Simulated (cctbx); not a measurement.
## Which space group?

Cell: a = 7.3640 Å, b = 7.3640 Å, c = 11.8840 Å, α = 90.00°, β = 90.00°, γ = 120.00°. Expected content of the cell: Eu14 V1 Be1.

The data are simulated with cctbx, not measured: Mo Kα, λ = 0.71073 Å, to d = 0.84 Å, 50 % of the full sphere, strongest reflection 20000 counts, noise from counting, a 3 % proportional error and a noise floor of 15 counts (s.d.); no absorption, some extinction.

Tests on the unmerged data give:

```text
2000 reflections to d = 0.841 A
centring   violations  <I/sigma> of those
    A        360 of   961      3.3
    B        376 of   982      3.4
    C        374 of  1001      3.4
    I        374 of   994      3.3
    R        546 of  1353      5.7
    F        555 of  1472      3.4
Laue class    unique    Rint  (classes that these axes allow; Friedel mates merged)
P -1             1511   0.030
P 1 1 2/m         978   0.037
P -3              657   0.036
P -3 1 m          381   0.041
P -3 m 1          416   0.039
P 6/m             355   0.041
P 6/m m m         244   0.043
space group    extra absences  I>4sigma  <I/sigma>
P 6 2 2                 0          0         -  acentric
P 63 2 2                6          0       0.7  acentric
P 6 m m                 0          0         -  acentric
P 6 c c               346          1       0.7  acentric
P 63 c m              224          1       0.9  acentric
P 63 m c              128          0       0.5  acentric
P -6 m 2                0          0         -  acentric
P -6 c 2              224          1       0.9  acentric
P -6 2 m                0          0         -  acentric
P -6 2 c              128          0       0.5  acentric
P 6/m m m               0          0         -  centric
P 6/m c c             346          1       0.7  centric
P 63/m c m            224          1       0.9  centric
P 63/m m c            128          0       0.5  centric
Wilson B = 0.84 A^2   <|E^2-1|> = 1.327 (0.968 centric, 0.736 acentric)   E^2>4: 6.9 %
shell (A)         n   <I/sigma>
 6.38 - 1.67     42     20.1
 1.67 - 1.33     30     18.1
 1.33 - 1.17     30     15.4
 1.17 - 1.06     28     15.9
 1.06 - 0.98     30     11.3
 0.98 - 0.93     23     14.2
 0.93 - 0.88     31      9.3
 0.88 - 0.84     30     21.7
```

**Question.** What are the lattice type, the Laue class and the likely space group?

Every centring test has many violations, so the lattice is primitive.

Rint stays low (0.030 to 0.043) up to P 6/m m m, the highest class in these axes.

14 settings pass the absence test. The most absences obeyed, 346, belong to P 6 c c and P 6/m c c, which absences can't tell apart.

⟨|E²−1|⟩ = 1.327 is above even the centric ideal, a mark of pseudo-translation (a class of systematically weak reflections). It says nothing here on a centre of symmetry. The Wilson B of 0.84 Å² means U ≈ 0.0106 Å².

The true group is P-6m2 (no. 187), Laue class 6/mmm, non-centrosymmetric. It passes the tests but isn't the first choice, because the arrangement of the atoms makes further classes of reflections very weak or absent.

The model was made for the exercise: a known structure type with other elements put in, its volume estimated, not relaxed; displacement parameters are assumed.

[Logs are printed without paths, hosts, clocks, repeated set-up lines and the standing remarks that a program may print on its own settings, such as how far it seeks lower states.]
